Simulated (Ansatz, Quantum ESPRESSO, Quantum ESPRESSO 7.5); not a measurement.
**Band edges of Mo2CO2 MXene, 1 layer under strain**

Aim: band edges, gap and stiffness of Mo2CO2 MXene, 1 layer under biaxial strain.

Program: Quantum ESPRESSO 7.5. Level of theory: plane-wave DFT, PBE, GBRV ultrasoft pseudopotentials (geometry by Ansatz 0.2.0 with PAW datasets; geometry under PBE). Results are calculated unless marked as measured.

### Step 1. Set-up

The cell holds 5 atoms: 2 O, 2 Mo and 1 C. Its edges and angles: a = 3.025 Å, b = 3.025 Å, c = 19.519 Å, α = 90.0°, β = 90.0°, γ = 120.0°. It derives from Mo2CO2. Vacuum lies along c.

### Step 2. Geometry from Ansatz

The geometry comes first, from a plane-wave PAW code, so that the later runs on this slab share one structure.

Input file input.yaml:

```yaml
crystal:
  lattice:
    - [3.024736, 0.0, 0.0]
    - [-1.512368, 2.6194982157, 0.0]
    - [0.0, 0.0, 19.5190393187]
  atoms:
    - { symbol: O, position: [0.3333333333, 0.6666666667, 0.3842402219] }
    - { symbol: Mo, position: [0.6666666667, 0.3333333333, 0.438855585] }
    - { symbol: C, position: [0.0, 0.0, 0.5] }
    - { symbol: Mo, position: [0.3333333333, 0.6666666667, 0.561144415] }
    - { symbol: O, position: [0.6666666667, 0.3333333333, 0.6157597781] }
kpoints:
  mp_grid: { grid: [12, 12, 1] }
hamiltonian:
  xc: pbe
scf:
  occupations: { method: fermi_dirac, width: 0.05 }
  convergence: { dr2_threshold: 1.0e-08 }
efield:
  axis: 3
  dipole_correction: true
  ramp_position: 0.97
  ramp_width: 0.04
relax:
  f_tol: 0.01
  cell: { fix: [c, alpha, beta] }
output:
  write_potential: true
  write_density: true
  volumetric_format: npy
```

Launch:

```bash
ansatz run input.yaml --threads 2 --pin off --max-ram 4096MiB --backend cpu --events-out ev --progress --plain --runs-dir out
```

Numbers of over 12 decimals in the logs are rounded to 6 here.

The log of the run:

```text
Warning: relax.cell: scf.convergence.dr2_threshold = 1e-8 eV is looser than the 5e-10 eV advised for a relaxation that steers and ends on the stress (1e-10 eV for each atom of the cell: 5). What an SCF threshold leaves in a stress goes as its square root, and in the free energy as the threshold itself, and one threshold admits the most on a small cell: [figures from the program's tests cut] Set scf.convergence.dr2_threshold to 5e-10 eV or tighter. The threshold is an SCF's pass mark: one that does not reach it within its budget of iterations ends unconverged, or closes short of it on a stop that the run arms, and scf.convergence.dr2_threshold's page says what that costs each kind of run
Engine: ansatz 0.2.0, x86_64-unknown-linux-gnu
Pseudopotentials: kind: paw
Pseudopotential: O, paw, valence charge 6, recommended cutoff 420 eV (normal), O.paw.azcp
Pseudopotential: Mo, paw, valence charge 14, recommended cutoff 420 eV (normal), Mo.paw.azcp
Pseudopotential: C, paw, valence charge 4, recommended cutoff 420 eV (normal), C.paw.azcp
Functional definition: PBE
  parameter kappa = 0.804
  parameter beta = 0.066725
  exchange = pbe_x(kappa = kappa, mu = beta*pi^2/3)
  correlation = pbe_c(beta = beta)
Crystal: 5 atoms, lattice volume = 154.655 Å³
Basis set: ecut = 420 eV, 2945 PW (Γ), exchange–correlation on 48×48×270 points (8 copies of the dense FFT grid, shifted against one another)
Bands: 27, of which v1, the nominal top of the filled ones, is band 22 counted from 1 (21 counted from 0)
Symmetry: 6 space group operations
k-points: 19 of 144 (time reversal used)
Non-local potential: O, projectors of the file, l = 0: 2, l = 1: 2, l = 2: 1
Non-local potential: Mo, projectors of the file, l = 0: 3, l = 1: 2, l = 2: 2, l = 3: 1
Non-local potential: C, projectors of the file, l = 0: 2, l = 1: 2, l = 2: 1
PAW form: soft (Blöchl's): semilocal exchange-correlation on the pseudo side does not see the compensation charge
PAW one-centre angular grid: O, 110 points (default); XC on 64 Gauss nodes
PAW one-centre angular grid: Mo, 590 points (default); XC on 64 Gauss nodes
PAW one-centre angular grid: C, 110 points (default); XC on 64 Gauss nodes
Initial density: superposition of atomic densities (neutral atoms: chi_scale 0, normalization atom), corrected by the library's trained network
Initial wavefunctions: pseudopotential atomic-orbital guess
Functional: x = pbe(κ = 0.804, μ = 0.219515), c = pbe(β = 0.066725)
SCF iter   1: F=—  HF=-11297.191101 eV  |F-HF|=—  |Δ(HF+E_count)|=         —  Δρ=6.65e-3  dr2=7.10e-2  ethr=1.77e-3  p=-0.000 e·Å  D=-4.30e-4 V/Å  ΔV_dip=0.01 eV  dr2_dipole=1.00e-5  V_vac-E_F(+/−)=5.37/5.36 eV  ⟨swp⟩=9.7  Hψ=3109  notcnv=0
efield: sawtooth ramp at fractional position 0.9700 (set: `efield.ramp_position`, or a place that a band, a saddle search or an elastic batch's reference lends), width 0.0400; the density the first Hamiltonian is built on has a dipole p = -0.000 e·Å; the dipole correction subtracts the counter field D = -4.30e-4 V/Å, which shifts the + side's vacuum level by +0.01 eV against the − side's; the planar-averaged density in the ramp window peaks in size at 2.4e-5 e/Å³
preconditioner: auto → LDOS  [metal: Δε(μ)=0.021 eV  Ē_g=8.830 eV  σ=0.050 eV  W_gap=0.11  n_scr=12 (ndim 8)  ℏωp=15.8 eV  f_vac=0.642  D(μ)=4.01/eV (n_scr^D=12)  β→1.0]
SCF iter   2: F=—  HF=-11297.181883 eV  |F-HF|=—  |Δ(HF+E_count)|=   9.22e-3  Δρ=3.69e-3  dr2=1.35e-2  ethr=1.61e-4  p=-0.000 e·Å  D=-4.89e-5 V/Å  ΔV_dip=0.00 eV  dr2_dipole=5.59e-7  V_vac-E_F(+/−)=5.67/5.67 eV  ⟨swp⟩=2.7  Hψ=1138  notcnv=0
SCF iter   3: F=—  HF=-11297.180417 eV  |F-HF|=—  |Δ(HF+E_count)|=   1.47e-3  Δρ=1.23e-3  dr2=1.98e-3  ethr=3.06e-5  p=-0.000 e·Å  D=-1.38e-5 V/Å  ΔV_dip=0.00 eV  dr2_dipole=2.25e-9  V_vac-E_F(+/−)=5.72/5.72 eV  ⟨swp⟩=3.3  Hψ=1234  notcnv=0
SCF iter   4: F=—  HF=-11297.180188 eV  |F-HF|=—  |Δ(HF+E_count)|=   2.29e-4  Δρ=3.15e-4  dr2=1.30e-4  ethr=4.50e-6  p=-0.000 e·Å  D=-4.01e-6 V/Å  ΔV_dip=0.00 eV  dr2_dipole=2.03e-9  V_vac-E_F(+/−)=5.73/5.73 eV  ⟨swp⟩=2.2  Hψ=711  notcnv=0
SCF iter   5: F=—  HF=-11297.180212 eV  |F-HF|=—  |Δ(HF+E_count)|=   2.40e-5  Δρ=4.27e-5  dr2=2.94e-6  ethr=2.96e-7  p=-0.000 e·Å  D=-2.54e-6 V/Å  ΔV_dip=0.00 eV  dr2_dipole=3.93e-10  V_vac-E_F(+/−)=5.73/5.73 eV  ⟨swp⟩=2.3  Hψ=934  notcnv=0
SCF iter   6: F=—  HF=-11297.180261 eV  |F-HF|=—  |Δ(HF+E_count)|=   4.94e-5  Δρ=1.16e-5  dr2=1.28e-7  ethr=6.69e-9  p=0.000 e·Å  D=4.26e-7 V/Å  ΔV_dip=-0.00 eV  dr2_dipole=1.09e-11  V_vac-E_F(+/−)=5.74/5.74 eV  ⟨swp⟩=3.4  Hψ=1139  notcnv=0
SCF iter   7: F=-11297.180262 eV  HF=-11297.180262 eV  |F-HF|=1.22e-7  |Δ(HF+E_count)|=   2.68e-7  Δρ=2.94e-6  dr2=9.69e-9  ethr=2.27e-11  p=0.000 e·Å  D=3.42e-8 V/Å  ΔV_dip=-0.00 eV  dr2_dipole=1.10e-11  V_vac-E_F(+/−)=5.74/5.74 eV  ⟨swp⟩=12.0  Hψ=4526  notcnv=0
SCF 1 converged in 7 iterations: F = -11297.180262 eV  dr2 = 9.69e-9
  greatest PAW one-centre occupation: 0.998 electrons in one spin orbital (limit 2), on the Mo atom at site 3 (counted from 0), in its partial waves of l = 0
relax step   1: F+E_penalty+E_count = -11297.18026175 eV  Δ(F+E_penalty+E_count) = +0.000e0 eV  max|allowed force component| = 1.508e0 eV/Å  Δτ_max = 0.0000 Å  P = +3.493 GPa  Ω = 154.655 Å³  fix = [c, alpha, beta]  reactions: c +1.198 GPa  (7 SCF iters, accepted)
Crystal: 5 atoms, lattice volume = 162.360 Å³
Basis set: ecut = 420 eV, 3161 PW (Γ), exchange–correlation on 48×48×270 points (8 copies of the dense FFT grid, shifted against one another)
Initial density: handed on by an earlier stage of this run
Initial wavefunctions: those handed on with the density
iter 1 solved again at ethr=1.34e-4 eV; its pass at ethr=3.10e-3 eV (dr2=5.90e-2 eV) is discarded
SCF iter   1: F=—  HF=-11297.369051 eV  |F-HF|=—  |Δ(HF+E_count)|=         —  Δρ=7.13e-3  dr2=5.86e-2  ethr=1.34e-4  p=0.000 e·Å  D=4.76e-6 V/Å  ΔV_dip=-0.00 eV  dr2_dipole=5.44e-10  V_vac-E_F(+/−)=5.85/5.85 eV  ⟨swp⟩=1.8  Hψ=3845  notcnv=0
efield: sawtooth ramp at fractional position 0.9700 (set: `efield.ramp_position`, or a place that a band, a saddle search or an elastic batch's reference lends), width 0.0400; the density the first Hamiltonian is built on has a dipole p = 0.000 e·Å; the dipole correction subtracts the counter field D = 4.76e-6 V/Å, which shifts the + side's vacuum level by -0.00 eV against the − side's; the planar-averaged density in the ramp window peaks in size at 2.7e-6 e/Å³
[...]
relax step   5: F+E_penalty+E_count = -11297.38607477 eV  Δ(F+E_penalty+E_count) = -4.046e-4 eV  max|allowed force component| = 1.284e-2 eV/Å  Δτ_max = 0.0034 Å  P = +0.037 GPa  Ω = 161.265 Å³  energy of the carried Pulay correction = -7.851e-3 eV  fix = [c, alpha, beta]  reactions: c -0.063 GPa  (5 SCF iters, accepted)
[...]
relax step   6: F+E_penalty+E_count = -11297.38595331 eV  Δ(F+E_penalty+E_count) = +1.215e-4 eV  max|allowed force component| = 1.016e-3 eV/Å  Δτ_max = 0.0007 Å  P = -0.023 GPa  Ω = 161.405 Å³  energy of the carried Pulay correction = -8.014e-3 eV  fix = [c, alpha, beta]  reactions: c -0.064 GPa  (5 SCF iters, accepted)
[...]
relax step   7: F+E_penalty+E_count = -11297.39635605 eV  Δ(F+E_penalty+E_count) = -1.040e-2 eV  max|allowed force component| = 3.231e-4 eV/Å  Δτ_max = 0.0000 Å  P = +0.079 GPa  Ω = 161.405 Å³  fix = [c, alpha, beta]  reactions: c -0.003 GPa  stress off target by 1.20e-1 GPa on what of the cell is left free  SCF on the basis re-selected at this cell (its energy is not comparable with the rows above)  (5 SCF iters)
[...]
relax step   8: F+E_penalty+E_count = -11297.39620377 eV  Δ(F+E_penalty+E_count) = +1.523e-4 eV  max|allowed force component| = 4.289e-4 eV/Å  Δτ_max = 0.0013 Å  P = +0.003 GPa  Ω = 161.599 Å³  energy of the carried Pulay correction = -2.279e-4 eV  fix = [c, alpha, beta]  reactions: c -0.001 GPa  (5 SCF iters, accepted)
iter 1 solved again at ethr=8.63e-7 eV; its pass at ethr=3.10e-3 eV (dr2=3.80e-4 eV) is discarded
SCF iter   1: F=—  HF=-11297.396067 eV  |F-HF|=—  |Δ(HF+E_count)|=         —  Δρ=4.00e-5  dr2=6.75e-8  ethr=8.63e-7  p=0.000 e·Å  D=5.73e-6 V/Å  ΔV_dip=-0.00 eV  dr2_dipole=2.50e-11  V_vac-E_F(+/−)=6.35/6.35 eV  ⟨swp⟩=4.0  Hψ=4599  notcnv=0
efield: sawtooth ramp at fractional position 0.9700 (set: `efield.ramp_position`, or a place that a band, a saddle search or an elastic batch's reference lends), width 0.0400; the density the first Hamiltonian is built on has a dipole p = 0.000 e·Å; the dipole correction subtracts the counter field D = 5.73e-6 V/Å, which shifts the + side's vacuum level by -0.00 eV against the − side's; the planar-averaged density in the ramp window peaks in size at 5.0e-6 e/Å³
eigensolver tolerance schedule: the retry pair's looser diagonalisation over-reported the residual by 5627.83 of it (diagonalisation noise at an unbounded share of the residual, at the tolerance the schedule requests for it); recorded, not acted on — ethr = c·dr2/N_el stays at c = 1.0e-1
preconditioner: auto → LDOS  [metal: Δε(μ)=0.122 eV  Ē_g=8.426 eV  σ=0.050 eV  W_gap=0.49  n_scr=12 (ndim 8)  ℏωp=15.5 eV  f_vac=0.646  D(μ)=1.92/eV (n_scr^D=8)  β→1.0]
SCF iter   2: F=—  HF=-11297.396423 eV  |F-HF|=—  |Δ(HF+E_count)|=   3.55e-4  Δρ=5.27e-6  dr2=3.07e-8  ethr=1.53e-10  p=0.000 e·Å  D=5.96e-6 V/Å  ΔV_dip=-0.00 eV  dr2_dipole=8.93e-11  V_vac-E_F(+/−)=6.35/6.35 eV  ⟨swp⟩=4.5  Hψ=1662  notcnv=0
SCF iter   3: F=—  HF=-11297.396421 eV  |F-HF|=—  |Δ(HF+E_count)|=   1.67e-6  Δρ=2.93e-6  dr2=1.29e-8  ethr=6.97e-11  p=0.000 e·Å  D=5.58e-6 V/Å  ΔV_dip=-0.00 eV  dr2_dipole=5.89e-12  V_vac-E_F(+/−)=6.35/6.35 eV  ⟨swp⟩=2.6  Hψ=836  notcnv=0
SCF iter   4: F=-11297.396423 eV  HF=-11297.396423 eV  |F-HF|=1.52e-7  |Δ(HF+E_count)|=   1.51e-6  Δρ=7.83e-7  dr2=8.03e-10  ethr=2.27e-11  p=0.000 e·Å  D=5.66e-6 V/Å  ΔV_dip=-0.00 eV  dr2_dipole=3.91e-12  V_vac-E_F(+/−)=6.35/6.35 eV  ⟨swp⟩=14.0  Hψ=4131  notcnv=0
SCF 9 converged in 4 iterations: F = -11297.396423 eV  dr2 = 8.03e-10
relax step   9: F+E_penalty+E_count = -11297.39642276 eV  Δ(F+E_penalty+E_count) = -2.190e-4 eV  max|allowed force component| = 4.566e-4 eV/Å  Δτ_max = 0.0000 Å  P = +0.004 GPa  Ω = 161.599 Å³  fix = [c, alpha, beta]  reactions: c -0.001 GPa  stress off target by 5.97e-3 GPa on what of the cell is left free  SCF on the basis re-selected at this cell (its energy is not comparable with the rows above)  (4 SCF iters)
basis re-selected at this cell: Δ(F+E_penalty+E_count) = -2.190e-4 eV, ΔP = +0.001 GPa vs the last step (what re-selecting the basis moved, of the pressure what is left beyond the Pulay correction that the steps carried, after the strain that the cell walked since its last selection, with what the two solves' SCF thresholds leave and, on support functions, any second-order correction that the steps lacked; it is no m [...]
WARN: The output density's exchange-correlation potential varies sharply where the density is thin. Do not read a vacuum level from v_tot or v_xc, or from such a field of the output density. On a cell that repeats whose density bears no net charge and no dipole along the vacuum's axis use v_es (v_loc + v_h of the components); under efield.dipole_correction with no amplitude use v_es + v_field, which holds any externa [...]
SCF converged after 4 iterations
Free energy (F): -11297.396423 eV
Harris-Foulkes:  -11297.396423 eV  (|F-HF|=1.52e-7)
Internal energy: -11297.380061 eV  (E = F + TS)
E sigma→0 (E₀):  -11297.388242 eV
Entropy (-TS):   -0.016362 eV (-3.272 meV/atom)
Fermi energy:    1.016576 eV
Dipole field:    D = 0.000009 V/Å  (p = 0.000008 e·Å, saw-weighted, corrected)
Work function:   Φ+ = 6.3464 eV   Φ− = 6.3465 eV
Levels:          The Fermi level and band energies are counted from a zero that moves with the ramp; work functions are not
--- Per-component energies (eV) ---
  E_band       = -839.225134
  E_kinetic    = 1319.684102
  E_local      = -38751.303429  (includes V_loc(G=0)·N_el)
  E_nonlocal   = 405.095123
  E_hartree    = 18627.776579
  E_xc         = -562.696781
  E_vxc        = -706.025886  (∫ρ·V_xc dr)
  E_paw        = -6815.158165  (= ΣΔE_a)
  E_vpaw       = -362.234013  (= ΣTr[D̂ρ^β])
  E_aug_tail   = 0.004818  (compensation charges beyond the density's cutoff)
  E_efield     = 0.000000  (sawtooth field / dipole correction)
  E_vefield    = -0.000074  (∫n·V_field dr)
  E_ewald      = 14479.217691
  E_smearing   = -0.016362  (= −TS)
  E_closure    = -0.000000  (closes the sum)
  Σ components = -11297.396423   (vs F -11297.396423, Δ=0.00e0)
--- Forces (eV/Å), atoms counted from 1 ---
  atom   1  O      0.00000000     0.00000000    -0.00014431
  atom   2  Mo     0.00000000     0.00000000     0.00045626
  atom   3  C      0.00000000    -0.00000000    -0.00000239
  atom   4  Mo     0.00000000    -0.00000000    -0.00045498
  atom   5  O      0.00000000    -0.00000000     0.00014385
  max |Σ_I F_I| component: 1.57e-6 eV/Å
--- Stress (GPa, compression-positive) ---
        0.005971      -0.000000       0.000000
       -0.000000       0.005971      -0.000000
        0.000000      -0.000000      -0.001214
  P = ⅓ Tr σ = 0.0036 GPa (0.036 kbar)
--- Band table (eV; the first three rows and the last of 19) ---
  k-point 0: bands = [... 18 lower, -1.2810, -1.2810, -1.2009, -1.2009, 0.4588, 1.3328, 1.3328, 2.9080, ... 1 higher]
  k-point 1: bands = [... 18 lower, -1.9663, -1.2174, -0.7651, -0.5164, 0.5083, 1.4268, 1.4803, 2.9053, ... 1 higher]
  k-point 2: bands = [... 18 lower, -2.4901, -1.3669, -0.7623, 0.0103, 0.9172, 1.6909, 1.7845, 2.8426, ... 1 higher]
  k-point 18: bands = [... 18 lower, -2.9468, -2.9468, 0.4378, 0.5666, 0.5666, 2.5146, 2.5146, 3.1335, ... 1 higher]
--- Relaxed structure (7 steps of the walk, 7 accepted, 2 SCFs on fresh bases) ---
  F+E_penalty+E_count = -11297.39642276 eV   max|allowed force component| = 4.566e-4 eV/Å   (the final SCF, on the basis selected at the relaxed cell)
  cell:  # Å, volume = 161.5985 Å³
    - [3.091891, 0, 0]
    - [-1.545945, 2.677656, 0]
    - [0, 0, 19.5190393187]
  atoms:
    - { symbol: O, position: [0.333333, 0.666667, 0.385412] }
    - { symbol: Mo, position: [0.666667, 0.333333, 0.442733] }
    - { symbol: C, position: [0, 0, 0.500000] }
    - { symbol: Mo, position: [0.333333, 0.666667, 0.557267] }
    - { symbol: O, position: [0.666667, 0.333333, 0.614588] }
```

Run time: 9.5 s. Hardware: 2 threads of AMD EPYC 9R45, shared host; peak memory 0.5 GiB.

The steps of the relaxation:

| step | energy less that of the first step (eV) | largest force component (eV/Å) | pressure (GPa) | volume (Å³) |
| --- | --- | --- | --- | --- |
| 1 | 0.0000 | 1.5085 | 3.49 | 154.66 |
| 2 | -0.1811 | 0.6740 | 0.21 | 162.36 |
| 3 | -0.2050 | 0.0621 | -0.31 | 161.60 |
| 4 | -0.2054 | 0.0509 | 0.01 | 161.53 |
| 5 | -0.2058 | 0.0128 | 0.04 | 161.26 |
| 6 | -0.2057 | 0.0010 | -0.02 | 161.41 |
| 7* | -0.2161 | 0.0003 | 0.08 | 161.41 |
| 8 | -0.2159 | 0.0004 | 0.00 | 161.60 |
| 9* | -0.2162 | 0.0005 | 0.00 | 161.60 |

Relaxation steps marked * repeat the geometry before them on a plane-wave basis chosen anew for their cell, so energy and pressure can jump there.

Forces are held to the 6 operations that the run works with; a distortion that breaks them can't arise in this run.

```
cell as run  before  after  change
      a (Å)   3.025  3.092  +2.2 %
      b (Å)   3.025  3.092  +2.2 %
```

The atoms that moved most (Å, along periodic axes as changes of fractional coordinates times the final cell, across vacuum about the mean position):

```csv
atom,dx,dy,dz,length
Mo4,0.000,0.000,-0.076,0.076
Mo2,0.000,0.000,0.076,0.076
O1,0.000,0.000,0.023,0.023
O5,0.000,0.000,-0.023,0.023
```

Final coordinates:

```cif
data_structure
_symmetry_space_group_name_H-M 'P 1'
_symmetry_Int_Tables_number 1
_cell_length_a 3.0919
_cell_length_b 3.0919
_cell_length_c 19.5190
_cell_angle_alpha 90.000
_cell_angle_beta 90.000
_cell_angle_gamma 120.000
_cell_volume 161.60
loop_
_atom_site_label
_atom_site_type_symbol
_atom_site_fract_x
_atom_site_fract_y
_atom_site_fract_z
_atom_site_occupancy
O1 O 0.33333 0.66667 0.38541 1
Mo2 Mo 0.66667 0.33333 0.44273 1
C3 C 0.00000 0.00000 0.50000 1
Mo4 Mo 0.33333 0.66667 0.55727 1
O5 O 0.66667 0.33333 0.61459 1
```

Numbers from this step:

```
free energy                     : -11297.3964 eV
energy at zero smearing         : -11297.3882 eV
smearing term TS                : 0.01636 eV
Fermi energy                    : 1.017 eV
symmetry operations             : 6
work function of the upper face : 6.346 eV
work function of the lower face : 6.347 eV
dipole along the normal         : 7.70e-6 e·Å
```

(Part 1 of 2 ends here.)

[Logs are printed without paths, hosts, clocks, repeated set-up lines and the standing remarks that a program may print on its own settings, such as how far it seeks lower states.]

[Hosts, paths, dates, database ids (printed as entryN), source tags and the programs' standing remarks are cut or masked in the printed files.]

[Maps of the electrostatic potential energy from Ansatz leave out the sawtooth potential of an applied field or a dipole correction, so their vacuum need not be flat; planar profiles and work functions include it.]
